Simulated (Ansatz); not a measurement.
# A hypothetical structure for LaBe2, part 2 of 2

This structure for LaBe2 is made up. Its elements were placed in a known structure type with a cell scaled to their sizes. What cell does the guess relax to, and how far off was it?

Ansatz 0.2.0; DFT, r2SCAN, plane-wave PAW, files of the set soft_1, scalar-relativistic, no spin, cell and ions relaxed at zero pressure; PAW set soft_1 (the session's first sound run).

So far: The structure; Relaxing cell and atoms. The relaxed cell has a = 4.263, c = 3.696 Å (conventional setting).

## 3. Bands of the relaxed cell

With the geometry fixed, one more self-consistent run, with a narrower smearing and the mesh shown in its input, gives the bands, and its pressure, and its forces where symmetry allows any, show how far the geometry depends on these settings.

This step: DFT, r2SCAN, plane-wave PAW, files of the set soft_1, scalar-relativistic, no spin, bands and density of states at the relaxed cell; PAW set soft_1 (Ansatz 0.2.0).

Contents of input.yaml:

```yaml
crystal:
  lattice:
    - [4.2628245769, 0.0, 0.0]
    - [-2.1314122884, 3.6917143754, 0.0]
    - [0.0, 0.0, 3.695778268]
  atoms:
    - { symbol: La, position: [0.0, 0.0, 0.0] }
    - { symbol: Be, position: [0.6666666667, 0.3333333333, 0.5] }
    - { symbol: Be, position: [0.3333333333, 0.6666666667, 0.5] }
kpoints:
  mp_grid: { grid: [8, 8, 8] }
  band_path:
    path:
      - [[0.0, 0.0, 0.0], [0.5, 0.0, 0.0], [0.33333333, 0.33333333, 0.0], [0.0, 0.0, 0.0], [0.0, 0.0, 0.5], [0.5, 0.0, 0.5], [0.33333333, 0.33333333, 0.5], [0.0, 0.0, 0.5]]
      - [[0.5, 0.0, 0.5], [0.5, 0.0, 0.0]]
      - [[0.33333333, 0.33333333, 0.0], [0.33333333, 0.33333333, 0.5]]
    npoints: 8
scf:
  occupations: { method: fermi_dirac, width: 0.03 }
  n_extra_bands: 7
hamiltonian:
  xc: r2scan
  pseudopotentials: { kind: paw, azcp: { folder: soft_1 } }
output:
  forces: true
  stress: true
  write_bands: true
  dos: { projected: true }
  write_density: true
  write_potential: true
  elf: true
  volumetric_format: npy
```

On the command line:

```sh
$ ansatz run input.yaml --threads 4 --pin off --max-ram 8192MiB --backend cpu --events-out ev --progress --plain --runs-dir out
```

Numbers of over 12 decimals in the logs are rounded to 6 here.

Log:

```text
La: projections on atomic orbitals take those of the free atom [Kr 4d10] 4f0 5s2 5p6 5d1 6s2, of charge +0.00 (hamiltonian.pseudopotentials.projection_atoms); the dataset's partial waves leave at most 1.9e-5 of an orbital's norm unspanned inside its sphere
[...]
Crystal: 3 atoms, lattice volume = 58.161 Å³
Basis set: ecut = 500 eV, 1483 PW (Γ), exchange–correlation on 128×128×108 points (64 copies of the dense FFT grid, shifted against one another)
Bands: 15, of which v1, the nominal top of the filled ones, is band 8 counted from 1 (7 counted from 0)
Symmetry: 24 space group operations
[...]
k-points: 50 of 512
[...]
SCF iter   1: F=—  HF=-6450.917795 eV  |F-HF|=—  |Δ(HF+E_count)|=         —  Δρ=2.89e-2  dr2=8.94e-1  dr2_τ=3.52e-2  ethr=3.10e-3  ⟨swp⟩=5.8  Hψ=4052  notcnv=0
[...]
SCF iter   8: F=-6450.794440 eV  HF=-6450.794440 eV  |F-HF|=6.66e-9  |Δ(HF+E_count)|=   2.39e-8  Δρ=3.57e-6  dr2=1.55e-8  dr2_τ=4.34e-10  ethr=6.67e-10  ⟨swp⟩=13.7  Hψ=5549  notcnv=0
SCF 1 converged in 8 iterations: F = -6450.794440 eV  dr2 = 1.55e-8
  Residual-converged pass: ⟨swp⟩=1.0  Hψ=951  notcnv=0  max |occ|·‖R‖ = 7.0e-9 eV (tolerance 1.0e-8 eV)  dr2=1.55e-8  dr2_τ=4.34e-10  dr2_onsite=8.52e-10  max |Δocc| = 2.1e-10
[...]
NSCF: frozen V_eff on 75 k-points
SCF converged after 8 iterations
Free energy (F): -6450.794440 eV
[...]
Internal energy: -6450.786345 eV  (E = F + TS)
E sigma→0 (E₀):  -6450.790392 eV
Entropy (-TS):   -0.008095 eV (-2.698 meV/atom)
Fermi energy:    8.593603 eV
[...]
--- Stress (GPa, compression-positive) ---
        0.070919       0.000000      -0.000000
        0.000000       0.070919      -0.000000
       -0.000000      -0.000000       0.529522
  P = ⅓ Tr σ = 0.2238 GPa (2.238 kbar)
--- Band table (eV; the first three rows and the last of 50) ---
  k-point 0: bands = [... 4 lower, 2.2586, 7.7926, 7.7926, 8.5483, 10.4230, 10.4649, 11.0739, 11.0739, ... 3 higher]
  k-point 1: bands = [... 4 lower, 2.5118, 7.9399, 7.9399, 8.4696, 10.4100, 10.4532, 10.8659, 10.8659, ... 3 higher]
  k-point 2: bands = [... 4 lower, 3.1813, 7.7480, 8.3687, 8.3687, 10.1880, 10.1880, 10.5288, 10.7780, ... 3 higher]
  k-point 49: bands = [... 4 lower, 4.5010, 5.1997, 8.0439, 8.5454, 8.7391, 11.2923, 11.3134, 11.4066, ... 3 higher]
```

Wall time 3 s (4 threads of Arm Neoverse V2, shared host); peak memory 0.49 GiB.

Reading the cycles: dr2 is the Hartree energy of the density residual (eV), the measure of convergence; HF is the Harris–Foulkes estimate of the energy, which meets the free energy F at convergence.

This step gave:

```yaml
free_energy: -6450.7944 eV
energy_at_zero_smearing: -6450.7904 eV
smearing_term_ts: 0.008095 eV
fermi_energy: 8.594 eV
pressure: 0.2238 GPa
```

From bands.tsv, the bands that come nearest the Fermi level along the path, at its corners, in eV from the Fermi level:

```tsv
point	band 5	band 6	band 7	band 8	band 9	band 10	band 11	band 12
Γ	-6.34	-0.80	-0.80	-0.05	1.83	1.87	2.48	2.48
M	-4.12	-3.20	-0.39	0.19	0.99	2.53	2.56	2.76
K	-3.08	-3.08	-2.35	1.66	1.66	2.01	2.11	2.11
Γ	-6.34	-0.80	-0.80	-0.05	1.83	1.87	2.48	2.48
A	-3.61	-3.03	0.68	0.68	0.91	0.91	2.05	2.06
L	-4.48	-1.59	-1.52	-1.33	0.47	2.79	2.84	2.89
H	-3.80	-3.80	-0.26	-0.26	0.27	2.66	2.76	2.76
A	-3.61	-3.03	0.68	0.68	0.91	0.91	2.05	2.06
L	-4.48	-1.59	-1.52	-1.33	0.47	2.79	2.84	2.89
M	-4.12	-3.20	-0.39	0.19	0.99	2.53	2.56	2.76
K	-3.08	-3.08	-2.35	1.66	1.66	2.01	2.11	2.11
H	-3.80	-3.80	-0.26	-0.26	0.27	2.66	2.76	2.76
```

Counts of states for the cell as run, both spins, by energy window (eV from the Fermi level):

```csv
from,to,total
-8,-7,0.00
-7,-6,0.02
-6,-5,0.27
-5,-4,1.33
-4,-3,0.79
-3,-2,1.14
-2,-1,1.28
-1,0,2.08
0,1,2.50
1,2,0.94
2,3,7.73
```

A further 8.0 states lie below the table's range.

Valence density in the ab plane at fractional z = 0.500, with atoms of Be within 0.2 Å of it. It is the smooth field of the valence electrons, not physical close to the nuclei.

Values in e/Å³, 14 rows by 14 columns, each cell a mean:
```
0.08 0.09 0.11 0.15 0.18 0.23 0.25 0.25 0.22 0.17 0.14 0.11 0.09 0.08
0.09 0.11 0.14 0.17 0.21 0.24 0.25 0.24 0.21 0.17 0.13 0.11 0.09 0.09
0.12 0.14 0.17 0.21 0.22 0.21 0.21 0.22 0.20 0.17 0.14 0.12 0.11 0.11
0.15 0.18 0.21 0.21 0.15 0.12 0.17 0.22 0.21 0.17 0.15 0.14 0.13 0.14
0.19 0.22 0.23 0.18 0.09 0.11 0.19 0.24 0.22 0.19 0.17 0.17 0.17 0.17
0.23 0.25 0.24 0.18 0.14 0.19 0.25 0.25 0.23 0.22 0.21 0.20 0.21 0.22
0.25 0.25 0.24 0.21 0.21 0.24 0.25 0.25 0.25 0.24 0.22 0.22 0.24 0.25
0.24 0.23 0.22 0.21 0.22 0.23 0.24 0.25 0.25 0.19 0.17 0.21 0.25 0.25
0.20 0.19 0.18 0.18 0.19 0.21 0.23 0.24 0.19 0.11 0.12 0.21 0.24 0.23
0.16 0.15 0.14 0.15 0.16 0.19 0.22 0.21 0.14 0.09 0.15 0.22 0.21 0.18
0.12 0.12 0.12 0.13 0.15 0.18 0.21 0.21 0.18 0.18 0.21 0.21 0.17 0.15
0.10 0.09 0.10 0.12 0.14 0.18 0.22 0.24 0.24 0.23 0.21 0.17 0.14 0.11
0.08 0.08 0.09 0.12 0.15 0.19 0.23 0.25 0.25 0.22 0.18 0.14 0.11 0.09
0.08 0.08 0.10 0.12 0.16 0.20 0.24 0.25 0.23 0.19 0.15 0.12 0.09 0.08
```
Columns run along a (4.3 Å), rows up along b (4.3 Å). Atoms in or near the plane, at fractional coordinates: Be at (0.67, 0.33), Be at (0.33, 0.67).

Electrostatic potential energy in the ab plane at fractional z = 0.500, with atoms of Be within 0.2 Å of it. With pseudopotentials it is smooth inside the atoms' cores, unlike the true potential.

Ten even steps from '_' (-30 eV) to '@' (11 eV), each cell a mean:
```
@@@@@@@@@@@@@@@@@@@@@@@@@@@@
@@@@@@@@%%####%%@@@@@@@@@@@@
@@@@@@%%++----**%%@@@@@@@@@@
@@@@%%++..__..**%%@@@@@@@@@@
@@@@**::____::##@@@@@@@@@@@@
@@%%++..__::**@@@@@@%%%%@@@@
@@%%**====**%%@@@@##****%%@@
@@@@%%%%%%@@@@%%**::..--##@@
@@@@@@@@@@@@@@**::____--##@@
@@@@@@@@@@@@%%==____..++%%@@
@@@@@@@@@@@@%%==..::++%%@@@@
@@@@@@@@@@@@%%**++**%%@@@@@@
@@@@@@@@@@@@@@%%%%@@@@@@@@@@
@@@@@@@@@@@@@@@@@@@@@@@@@@@@
```
Columns run along a (4.3 Å; values clipped at the 3rd and 97th percentile), rows up along b (4.3 Å). Atoms in or near the plane, at fractional coordinates: Be at (0.67, 0.33), Be at (0.33, 0.67).

ELF in the ab plane at fractional z = 0.500, with atoms of Be within 0.2 Å of it. It is the smooth field of the valence electrons, not physical close to the nuclei.

Ten even steps from '0' (0.00) to '9' (0.90), each cell a mean:
```
01358999975200
12578888864210
35664225765322
67730005776545
88610027887667
99610279987789
99633799975589
99767999720289
88778997200289
76567873000488
43346763113675
11135776667653
00136899987521
00147899986310
```
Columns run along a (4.3 Å), rows up along b (4.3 Å). Atoms in or near the plane, at fractional coordinates: Be at (0.67, 0.33), Be at (0.33, 0.67).

## 4. Summary of results

* space group, relaxed: P6/mmm
* conventional cell: a = 4.263, b = 4.263, c = 3.696 Å; α = 90.0°, β = 90.0°, γ = 120.0°
* volume per atom: 19.39 Å³ (guess 18.29)

**Reading.** LaBe2 relaxes to P6/mmm with a = 4.263, b = 4.263 and c = 3.696 Å. The guessed volume was 6 % too small. The space group P6/mmm was held in the relaxation, so the end point is a stationary structure within it and may be a saddle against distortions or other arrangements. Bands cross the Fermi level, so it is a metal or semimetal at this level. The electron count is odd, which forces that without spin polarisation or a larger cell. On the 8×8×8 mesh with the narrower smearing (relaxed on 8×8×7) the forces vanish, as symmetry may demand, and the largest stress component is 0.530 GPa, against the relaxation's thresholds of 0.015 eV/Å and 0.05 GPa. The cutoff wasn't tested. Spin-orbit coupling is left out, which can matter for elements this heavy. No dispersion term is used, so weakly bound directions may come out too long. Nothing here tests whether the compound is stable against decomposition.

[Logs are printed without paths, hosts, clocks, repeated set-up lines and the standing remarks that a program may print on its own settings, such as how far it seeks lower states.]

[Hosts, paths, dates, database ids (printed as entryN), source tags and the programs' standing remarks are cut or masked in the printed files.]
